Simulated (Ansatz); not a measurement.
**The perfect Rh wire along [110], 9 atoms a period**

Aim: is the Rh wire along [110], 9 atoms a period a metal or a semiconductor?

Program: Ansatz 0.2.0. Level of theory: DFT PBE, plane waves, PAW; relaxation of a wire's period; PAW set soft_1, in the first sound run; inputs show where later runs differ. Results are calculated unless marked as measured.

### Step 1. Set-up

The cell holds 9 atoms: 9 Rh. Its edges and angles: a = 14.460 Å, b = 12.216 Å, c = 2.708 Å, α = 90.0°, β = 90.0°, γ = 90.0°. Vacuum lies along a and b. The structure's axis is c.

### Step 2. The relaxed wire

Band widths follow the bond lengths, so the wire is relaxed first. The atoms and the third cell vector are free; the box across stays fixed as vacuum. A Fermi-Dirac smearing is set since the result may be a metal. The pressure printed is a third of the stress's trace over the whole box, vacuum included; only the stress along the axis is relaxed.

File input.yaml:

```yaml
crystal:
  lattice:
    - [14.46, 0.0, 0.0]
    - [0.0, 12.216, 0.0]
    - [0.0, 0.0, 2.7082189719]
  atoms:
    - { symbol: Rh, position: [0.235131397, 0.500017925, 0.0] }
    - { symbol: Rh, position: [0.5, 0.27832351, 0.0] }
    - { symbol: Rh, position: [0.5, 0.500017925, 0.0] }
    - { symbol: Rh, position: [0.764868603, 0.500017925, 0.0] }
    - { symbol: Rh, position: [0.367565698, 0.389170718, 0.5] }
    - { symbol: Rh, position: [0.367565698, 0.610865132, 0.5] }
    - { symbol: Rh, position: [0.632434302, 0.389170718, 0.5] }
    - { symbol: Rh, position: [0.632434302, 0.610865132, 0.5] }
    - { symbol: Rh, position: [0.5, 0.72171234, 0.0] }
kpoints:
  mp_grid: { grid: [1, 1, 30] }
scf:
  occupations: { method: fermi_dirac, width: 0.05 }
hamiltonian:
  xc: pbe
  pseudopotentials: { kind: paw, azcp: { folder: soft_1 } }
relax:
  cell: { fix: [a, b, alpha, beta, gamma] }
  max_steps: 45
  f_tol: 0.03
```

The run is started by

```
$ ansatz run input.yaml --threads 8 --pin off --max-ram 16384MiB --backend cpu --events-out ev --progress --plain --runs-dir out
```

Numbers of over 12 decimals in the logs are rounded to 6 here.

The program printed:

```text
Engine: ansatz 0.2.0, aarch64-unknown-linux-gnu
Pseudopotentials: kind: paw
Pseudopotential: Rh, paw, valence charge 17, recommended cutoff 420 eV (normal), soft_1/Rh.paw.azcp
Functional definition: PBE
  parameter kappa = 0.804
  parameter beta = 0.066725
  exchange = pbe_x(kappa = kappa, mu = beta*pi^2/3)
  correlation = pbe_c(beta = beta)
Crystal: 9 atoms, lattice volume = 478.389 Å³
Basis set: ecut = 420 eV, 9445 PW (Γ), exchange–correlation on 200×180×40 points (8 copies of the dense FFT grid, shifted against one another)
Bands: 92, of which v1, the nominal top of the filled ones, is band 77 counted from 1 (76 counted from 0)
Symmetry: 8 space group operations
Space group: Pmmm (ITA 47), of the structure as read, at distance tolerance 7.8e-5 Å
k-points: 16 of 30
Non-local potential: Rh, projectors of the file, l = 0: 3, l = 1: 2, l = 2: 2, l = 3: 1
PAW form: soft (Blöchl's): semilocal exchange-correlation on the pseudo side does not see the compensation charge
PAW one-centre angular grid: Rh, 590 points (default); XC on 64 Gauss nodes
Initial density: superposition of atomic densities (neutral atoms: chi_scale 0, normalization atom)
Initial wavefunctions: pseudopotential atomic-orbital guess
Functional: x = pbe(κ = 0.804, μ = 0.219515), c = pbe(β = 0.066725)
SCF iter   1: F=—  HF=-57620.216857 eV  |F-HF|=—  |Δ(HF+E_count)|=         —  Δρ=4.63e-2  dr2=1.49e1  ethr=3.10e-3  ⟨swp⟩=8.1  Hψ=6100  notcnv=0  defer=2
preconditioner: auto → LDOS  [metal: Δε(μ)=0.009 eV  Ē_g=4.573 eV  σ=0.050 eV  W_gap=0.04  n_scr=74 (ndim 8)  ℏωp=15.3 eV  f_vac=0.608  D(μ)=20.41/eV (n_scr^D=172)  β→1.0]
SCF iter   2: F=—  HF=-57623.232145 eV  |F-HF|=—  |Δ(HF+E_count)|=    3.02e0  Δρ=5.73e-2  dr2=2.72e1  ethr=3.10e-3  ⟨swp⟩=4.0  Hψ=4029  notcnv=0  defer=44
SCF iter   3: F=—  HF=-57616.629127 eV  |F-HF|=—  |Δ(HF+E_count)|=    6.60e0  Δρ=1.33e-2  dr2=1.25e0  ethr=3.10e-3  ⟨swp⟩=3.1  Hψ=3287  notcnv=0  defer=45
SCF iter   4: F=—  HF=-57616.361751 eV  |F-HF|=—  |Δ(HF+E_count)|=   2.67e-1  Δρ=2.21e-3  dr2=2.52e-2  ethr=8.20e-4  ⟨swp⟩=2.3  Hψ=2652  notcnv=0  defer=45
SCF iter   5: F=—  HF=-57616.360280 eV  |F-HF|=—  |Δ(HF+E_count)|=   1.47e-3  Δρ=9.22e-4  dr2=5.82e-3  ethr=1.64e-5  ⟨swp⟩=3.5  Hψ=3241  notcnv=0  defer=38
SCF iter   6: F=—  HF=-57616.360450 eV  |F-HF|=—  |Δ(HF+E_count)|=   1.70e-4  Δρ=3.27e-4  dr2=8.45e-4  ethr=3.80e-6  ⟨swp⟩=2.1  Hψ=2275  notcnv=0  defer=38
SCF iter   7: F=—  HF=-57616.360480 eV  |F-HF|=—  |Δ(HF+E_count)|=   2.97e-5  Δρ=1.52e-4  dr2=2.14e-4  ethr=5.52e-7  ⟨swp⟩=2.2  Hψ=2098  notcnv=0  defer=38
SCF iter   8: F=—  HF=-57616.360446 eV  |F-HF|=—  |Δ(HF+E_count)|=   3.38e-5  Δρ=4.67e-5  dr2=1.50e-5  ethr=1.40e-7  ⟨swp⟩=2.6  Hψ=2108  notcnv=0  defer=38
SCF iter   9: F=—  HF=-57616.360210 eV  |F-HF|=—  |Δ(HF+E_count)|=   2.36e-4  Δρ=2.30e-5  dr2=2.88e-6  ethr=9.83e-9  ⟨swp⟩=3.2  Hψ=2747  notcnv=0  defer=38
SCF iter  10: F=—  HF=-57616.360211 eV  |F-HF|=—  |Δ(HF+E_count)|=   8.06e-7  Δρ=6.85e-6  dr2=2.87e-7  ethr=1.88e-9  ⟨swp⟩=2.2  Hψ=1993  notcnv=0  defer=38
SCF iter  11: F=—  HF=-57616.360211 eV  |F-HF|=—  |Δ(HF+E_count)|=   1.14e-7  Δρ=3.01e-6  dr2=1.06e-7  ethr=6.54e-11  ⟨swp⟩=5.0  Hψ=5230  notcnv=0
SCF iter  12: F=-57616.360211 eV  HF=-57616.360211 eV  |F-HF|=5.86e-9  |Δ(HF+E_count)|=   7.64e-9  Δρ=1.47e-6  dr2=1.77e-8  ethr=6.54e-11  ⟨swp⟩=4.0  Hψ=3601  notcnv=0
SCF 1 converged in 12 iterations: F = -57616.360211 eV  dr2 = 1.77e-8
  greatest PAW one-centre occupation: 1.000 electrons in one spin orbital (limit 2), on the Rh atom at site 2 (counted from 0), in its partial waves of l = 0
relax step   1: F+E_penalty+E_count = -57616.36021120 eV  Δ(F+E_penalty+E_count) = +0.000e0 eV  max|allowed force component| = 1.644e0 eV/Å  Δτ_max = 0.0000 Å  P = -3.971 GPa  Ω = 478.389 Å³  fix = [a, b, alpha, beta, gamma]  reactions: a -4.466, b -2.806 GPa  (12 SCF iters, dr2 threshold 1.00e-7 eV, accepted)
Crystal: 9 atoms, lattice volume = 466.566 Å³
Basis set: ecut = 420 eV, 9173 PW (Γ), exchange–correlation on 200×180×40 points (8 copies of the dense FFT grid, shifted against one another)
Initial density: handed on by an earlier stage of this run
Initial wavefunctions: those handed on with the density
iter 1 solved again at ethr=2.09e-3 eV; its pass at ethr=3.10e-3 eV (dr2=3.19e0 eV) is discarded
SCF iter   1: F=—  HF=-57617.170326 eV  |F-HF|=—  |Δ(HF+E_count)|=         —  Δρ=1.79e-2  dr2=3.19e0  ethr=2.09e-3  ⟨swp⟩=1.8  Hψ=7245  notcnv=0
preconditioner: auto → LDOS  [metal: Δε(μ)=0.015 eV  Ē_g=4.799 eV  σ=0.050 eV  W_gap=0.07  n_scr=74 (ndim 8)  ℏωp=15.5 eV  f_vac=0.634  D(μ)=17.76/eV (n_scr^D=128)  β→1.0]
SCF iter   2: F=—  HF=-57617.024328 eV  |F-HF|=—  |Δ(HF+E_count)|=   1.46e-1  Δρ=6.30e-3  dr2=1.44e-1  ethr=2.09e-3  ⟨swp⟩=2.0  Hψ=1648  notcnv=0
SCF iter   3: F=—  HF=-57617.033374 eV  |F-HF|=—  |Δ(HF+E_count)|=   9.05e-3  Δρ=4.37e-3  dr2=1.45e-1  ethr=9.43e-5  ⟨swp⟩=2.3  Hψ=2655  notcnv=0  defer=39
SCF iter   4: F=—  HF=-57617.018454 eV  |F-HF|=—  |Δ(HF+E_count)|=   1.49e-2  Δρ=1.12e-3  dr2=6.58e-3  ethr=9.43e-5  ⟨swp⟩=2.1  Hψ=2277  notcnv=0  defer=39
SCF iter   5: F=—  HF=-57617.017660 eV  |F-HF|=—  |Δ(HF+E_count)|=   7.95e-4  Δρ=3.82e-4  dr2=1.98e-3  ethr=4.30e-6  ⟨swp⟩=3.2  Hψ=2957  notcnv=0  defer=39
SCF iter   6: F=—  HF=-57617.017432 eV  |F-HF|=—  |Δ(HF+E_count)|=   2.27e-4  Δρ=1.71e-4  dr2=2.70e-4  ethr=1.30e-6  ⟨swp⟩=2.0  Hψ=2022  notcnv=0  defer=39
SCF iter   7: F=—  HF=-57617.017213 eV  |F-HF|=—  |Δ(HF+E_count)|=   2.20e-4  Δρ=6.27e-5  dr2=3.06e-5  ethr=1.77e-7  ⟨swp⟩=2.0  Hψ=2086  notcnv=0  defer=39
SCF iter   8: F=—  HF=-57617.017214 eV  |F-HF|=—  |Δ(HF+E_count)|=   1.09e-6  Δρ=2.43e-5  dr2=4.69e-6  ethr=2.00e-8  ⟨swp⟩=2.0  Hψ=2031  notcnv=0  defer=39
SCF iter   9: F=-57617.017216 eV  HF=-57617.017216 eV  |F-HF|=1.43e-8  |Δ(HF+E_count)|=   2.05e-6  Δρ=5.48e-6  dr2=1.68e-7  ethr=5.88e-10  ⟨swp⟩=5.0  Hψ=5304  notcnv=0
SCF 2 converged in 9 iterations: F = -57617.017216 eV  dr2 = 1.68e-7
relax step   2: F+E_penalty+E_count = -57617.01721586 eV  Δ(F+E_penalty+E_count) = -6.570e-1 eV  max|allowed force component| = 4.161e-1 eV/Å  Δτ_max = 0.1949 Å  P = +0.761 GPa  Ω = 466.566 Å³  energy of the carried Pulay correction = +1.802e-3 eV  fix = [a, b, alpha, beta, gamma]  reactions: a +0.301, b +1.304 GPa  (9 SCF iters, dr2 threshold 9.00e-7 eV, accepted)
Crystal: 9 atoms, lattice volume = 468.326 Å³
Basis set: ecut = 420 eV, 9225 PW (Γ), exchange–correlation on 200×180×40 points (8 copies of the dense FFT grid, shifted against one another)
iter 1 solved again at ethr=2.41e-4 eV; its pass at ethr=3.10e-3 eV (dr2=3.69e-1 eV) is discarded
SCF iter   1: F=—  HF=-57617.074950 eV  |F-HF|=—  |Δ(HF+E_count)|=         —  Δρ=5.96e-3  dr2=3.80e-1  ethr=2.41e-4  ⟨swp⟩=2.6  Hψ=6060  notcnv=0
preconditioner: auto → LDOS  [metal: Δε(μ)=0.005 eV  Ē_g=4.713 eV  σ=0.050 eV  W_gap=0.02  n_scr=74 (ndim 8)  ℏωp=15.4 eV  f_vac=0.631  D(μ)=16.64/eV (n_scr^D=108)  β→1.0]
SCF iter   2: F=—  HF=-57617.063137 eV  |F-HF|=—  |Δ(HF+E_count)|=   1.18e-2  Δρ=2.64e-3  dr2=3.57e-2  ethr=2.41e-4  ⟨swp⟩=2.0  Hψ=1914  notcnv=0
SCF iter   3: F=—  HF=-57617.059998 eV  |F-HF|=—  |Δ(HF+E_count)|=   3.14e-3  Δρ=1.01e-3  dr2=1.03e-2  ethr=2.33e-5  ⟨swp⟩=2.0  Hψ=1923  notcnv=0
SCF iter   4: F=—  HF=-57617.059589 eV  |F-HF|=—  |Δ(HF+E_count)|=   4.09e-4  Δρ=2.70e-4  dr2=6.52e-4  ethr=6.72e-6  ⟨swp⟩=1.0  Hψ=1472  notcnv=0
SCF iter   5: F=—  HF=-57617.059407 eV  |F-HF|=—  |Δ(HF+E_count)|=   1.82e-4  Δρ=1.03e-4  dr2=9.38e-5  ethr=4.26e-7  ⟨swp⟩=2.0  Hψ=2226  notcnv=0
SCF iter   6: F=—  HF=-57617.059426 eV  |F-HF|=—  |Δ(HF+E_count)|=   1.95e-5  Δρ=3.86e-5  dr2=1.69e-5  ethr=6.13e-8  ⟨swp⟩=1.7  Hψ=1542  notcnv=0
SCF iter   7: F=-57617.059428 eV  HF=-57617.059428 eV  |F-HF|=2.88e-7  |Δ(HF+E_count)|=   1.98e-6  Δρ=1.32e-5  dr2=8.49e-7  ethr=5.88e-10  ⟨swp⟩=4.1  Hψ=6560  notcnv=0
SCF 3 converged in 7 iterations: F = -57617.059428 eV  dr2 = 8.49e-7
relax step   3: F+E_penalty+E_count = -57617.05942809 eV  Δ(F+E_penalty+E_count) = -4.221e-2 eV  max|allowed force component| = 7.412e-2 eV/Å  Δτ_max = 0.0614 Å  P = -0.133 GPa  Ω = 468.326 Å³  energy of the carried Pulay correction = +1.531e-3 eV  fix = [a, b, alpha, beta, gamma]  reactions: a -0.225, b -0.001 GPa  (7 SCF iters, dr2 threshold 9.00e-7 eV, accepted)
Crystal: 9 atoms, lattice volume = 468.049 Å³
iter 1 solved again at ethr=1.66e-5 eV; its pass at ethr=3.10e-3 eV (dr2=2.54e-2 eV) is discarded
SCF iter   1: F=—  HF=-57617.062258 eV  |F-HF|=—  |Δ(HF+E_count)|=         —  Δρ=1.54e-3  dr2=2.43e-2  ethr=1.66e-5  ⟨swp⟩=1.9  Hψ=4781  notcnv=0
preconditioner: auto → LDOS  [metal: Δε(μ)=0.012 eV  Ē_g=4.723 eV  σ=0.050 eV  W_gap=0.06  n_scr=74 (ndim 8)  ℏωp=15.4 eV  f_vac=0.632  D(μ)=16.02/eV (n_scr^D=104)  β→1.0]
SCF iter   2: F=—  HF=-57617.061422 eV  |F-HF|=—  |Δ(HF+E_count)|=   8.36e-4  Δρ=6.67e-4  dr2=2.71e-3  ethr=1.59e-5  ⟨swp⟩=1.9  Hψ=1989  notcnv=0
SCF iter   3: F=—  HF=-57617.061205 eV  |F-HF|=—  |Δ(HF+E_count)|=   2.16e-4  Δρ=2.99e-4  dr2=6.04e-4  ethr=1.77e-6  ⟨swp⟩=2.0  Hψ=2363  notcnv=0
SCF iter   4: F=—  HF=-57617.061166 eV  |F-HF|=—  |Δ(HF+E_count)|=   3.92e-5  Δρ=6.64e-5  dr2=2.99e-5  ethr=3.95e-7  ⟨swp⟩=1.9  Hψ=1776  notcnv=0
SCF iter   5: F=—  HF=-57617.060941 eV  |F-HF|=—  |Δ(HF+E_count)|=   2.25e-4  Δρ=2.38e-5  dr2=6.89e-6  ethr=1.96e-8  ⟨swp⟩=2.2  Hψ=2164  notcnv=0
SCF iter   6: F=—  HF=-57617.060941 eV  |F-HF|=—  |Δ(HF+E_count)|=   1.31e-7  Δρ=7.62e-6  dr2=3.56e-7  ethr=4.50e-9  ⟨swp⟩=2.0  Hψ=2112  notcnv=0
SCF iter   7: F=-57617.060941 eV  HF=-57617.060941 eV  |F-HF|=1.34e-8  |Δ(HF+E_count)|=   1.10e-7  Δρ=2.44e-6  dr2=5.17e-8  ethr=2.24e-10  ⟨swp⟩=5.0  Hψ=5142  notcnv=0
SCF 4 converged in 7 iterations: F = -57617.060941 eV  dr2 = 5.17e-8
relax step   4: F+E_penalty+E_count = -57617.06094063 eV  Δ(F+E_penalty+E_count) = -1.513e-3 eV  max|allowed force component| = 1.101e-2 eV/Å  Δτ_max = 0.0151 Å  P = +0.018 GPa  Ω = 468.049 Å³  energy of the carried Pulay correction = +1.574e-3 eV  fix = [a, b, alpha, beta, gamma]  reactions: a -0.002, b +0.057 GPa  (7 SCF iters, dr2 threshold 3.43e-7 eV, accepted)
Basis set: ecut = 420 eV, 9225 PW (Γ), exchange–correlation on 200×180×36 points (8 copies of the dense FFT grid, shifted against one another)
Initial wavefunctions: pseudopotential atomic-orbital guess (no wavefunctions were taken with the density)
iter 1 solved again at ethr=1.68e-6 eV; its pass at ethr=3.10e-3 eV (dr2=2.57e-3 eV) is discarded
SCF iter   1: F=—  HF=-57617.058737 eV  |F-HF|=—  |Δ(HF+E_count)|=         —  Δρ=4.62e-5  dr2=1.93e-6  ethr=1.68e-6  ⟨swp⟩=4.6  Hψ=10502  notcnv=0
eigensolver tolerance schedule: the retry pair's looser diagonalisation over-reported the residual by 1333.48 of it (diagonalisation noise at 2.62 of the residual, at the tolerance the schedule requests for it); recorded, not acted on — ethr = c·dr2/N_el stays at c = 1.0e-1
preconditioner: auto → LDOS  [metal: Δε(μ)=0.015 eV  Ē_g=4.723 eV  σ=0.050 eV  W_gap=0.08  n_scr=74 (ndim 8)  ℏωp=15.4 eV  f_vac=0.632  D(μ)=15.97/eV (n_scr^D=104)  β→1.0]
SCF iter   2: F=—  HF=-57617.058812 eV  |F-HF|=—  |Δ(HF+E_count)|=   7.51e-5  Δρ=2.14e-5  dr2=1.45e-6  ethr=1.26e-9  ⟨swp⟩=3.5  Hψ=3699  notcnv=0
SCF iter   3: F=—  HF=-57617.058811 eV  |F-HF|=—  |Δ(HF+E_count)|=   4.16e-7  Δρ=5.73e-6  dr2=1.97e-7  ethr=9.45e-10  ⟨swp⟩=2.2  Hψ=2579  notcnv=0
SCF iter   4: F=—  HF=-57617.058811 eV  |F-HF|=—  |Δ(HF+E_count)|=   2.78e-8  Δρ=1.72e-6  dr2=1.22e-8  ethr=1.29e-10  ⟨swp⟩=2.2  Hψ=2631  notcnv=0
SCF iter   5: F=—  HF=-57617.058811 eV  |F-HF|=—  |Δ(HF+E_count)|=  8.59e-10  Δρ=5.01e-7  dr2=6.45e-10  ethr=7.95e-12  ⟨swp⟩=3.2  Hψ=2877  notcnv=0
SCF iter   6: F=—  HF=-57617.058811 eV  |F-HF|=—  |Δ(HF+E_count)|=  3.57e-10  Δρ=1.90e-7  dr2=2.22e-10  ethr=1.00e-12  ⟨swp⟩=5.1  Hψ=5414  notcnv=0
SCF iter   7: F=-57617.058811 eV  HF=-57617.058811 eV  |F-HF|=0.00e0  |Δ(HF+E_count)|=  2.18e-11  Δρ=5.40e-8  dr2=5.13e-11  ethr=1.00e-12  ⟨swp⟩=4.5  Hψ=4715  notcnv=0
SCF 5 converged in 7 iterations: F = -57617.058811 eV  dr2 = 5.13e-11
relax step   5: F+E_penalty+E_count = -57617.05881113 eV  Δ(F+E_penalty+E_count) = +2.129e-3 eV  max|allowed force component| = 1.147e-2 eV/Å  Δτ_max = 0.0000 Å  P = +0.027 GPa  Ω = 468.049 Å³  fix = [a, b, alpha, beta, gamma]  reactions: a +0.007, b +0.062 GPa  stress off target by 1.05e-2 GPa on what of the cell is left free  SCF on the basis re-selected at this cell (its energy is not comparable with the rows above)  (7 SCF iters)
basis re-selected at this cell: Δ(F+E_penalty+E_count) = +2.129e-3 eV, ΔP = +0.008 GPa vs the last step (what re-selecting the basis moved, of the pressure what is left beyond the Pulay correction that the steps carried, after the strain that the cell walked since its last selection, with what the two solves' SCF thresholds leave and, on support functions, any second-order correction that the steps lacked; it is no measure of the basis error at this ecutwfc). The dense FFT grid was sized anew with the basis: this SCF ran on 100×90×18 points, the steps before it on 100×90×20, so part of this shift can come from that change (see relax.cell in the input reference). [rest of the remark cut]
SCF converged after 7 iterations
Free energy (F): -57617.058811 eV
Harris-Foulkes:  -57617.058811 eV  (|F-HF|=0.00e0)
Internal energy: -57616.922271 eV  (E = F + TS)
E sigma→0 (E₀):  -57616.990541 eV
Entropy (-TS):   -0.136540 eV (-15.171 meV/atom)
Fermi energy:    2.503351 eV
--- Per-component energies (eV) ---
  E_band       = -3745.450504
  E_kinetic    = 4829.729858
  E_local      = -101572.442952  (includes V_loc(G=0)·N_el)
  E_nonlocal   = 2700.085647
  E_hartree    = 47584.695959
  E_xc         = -1804.265221
  E_vxc        = -2262.249191  (∫ρ·V_xc dr)
  E_paw        = -32436.202085  (= ΣΔE_a)
  E_vpaw       = -2609.965198  (= ΣTr[D̂ρ^β])
  E_aug_tail   = 0.000467  (compensation charges beyond the density's cutoff)
  E_ewald      = 23081.476056
  E_smearing   = -0.136540  (= −TS)
  E_closure    = -0.000000  (closes the sum)
  Σ components = -57617.058811   (vs F -57617.058811, Δ=0.00e0)
--- Forces (eV/Å), atoms counted from 1 ---
  atom   1  Rh    -0.01146591     0.00000000    -0.00000000
  atom   2  Rh     0.00000000    -0.00589747     0.00000000
  atom   3  Rh    -0.00000000     0.00000000     0.00000000
  atom   4  Rh     0.01146591    -0.00000000     0.00000000
  atom   5  Rh     0.00452398    -0.00017555     0.00000000
  atom   6  Rh     0.00452398     0.00017555     0.00000000
  atom   7  Rh    -0.00452398    -0.00017555    -0.00000000
  atom   8  Rh    -0.00452398     0.00017555    -0.00000000
  atom   9  Rh    -0.00000000     0.00589747    -0.00000000
  max |Σ_I F_I| component: 8.67e-19 eV/Å
--- Stress (GPa, compression-positive) ---
        0.007306       0.000000       0.000000
        0.000000       0.061736      -0.000000
        0.000000      -0.000000       0.010482
  P = ⅓ Tr σ = 0.0265 GPa (0.265 kbar)
--- Relaxed structure (4 steps of the walk, 4 accepted, 1 SCFs on fresh bases) ---
  F+E_penalty+E_count = -57617.05881113 eV   max|allowed force component| = 1.147e-2 eV/Å   (the final SCF, on the basis selected at the relaxed cell)
  cell:  # Å, volume = 468.0488 Å³
    - [14.46, 0, 0]
    - [0, 12.216, 0]
    - [0, 0, 2.649682]
  atoms:
    - { symbol: Rh, position: [0.251044, 0.500018, 0] }
    - { symbol: Rh, position: [0.500000, 0.285201, 1.7220364140764086e-18] }
    - { symbol: Rh, position: [0.500000, 0.500018, 0] }
    - { symbol: Rh, position: [0.748956, 0.500018, 0] }
    - { symbol: Rh, position: [0.371349, 0.387266, 0.500000] }
    - { symbol: Rh, position: [0.371349, 0.612769, 0.500000] }
    - { symbol: Rh, position: [0.628651, 0.387266, 0.500000] }
    - { symbol: Rh, position: [0.628651, 0.612769, 0.500000] }
    - { symbol: Rh, position: [0.500000, 0.714835, -1.7220364140764084e-18] }
```

Wall time 61 s (8 threads of Arm Neoverse N1, shared host); peak memory 2.1 GiB.

(Part 1 of 2 ends here.)

[Logs are printed without paths, hosts, clocks, repeated set-up lines and the standing remarks that a program may print on its own settings, such as how far it seeks lower states.]

[Hosts, paths, dates, database ids (printed as entryN), source tags and the programs' standing remarks are cut or masked in the printed files.]
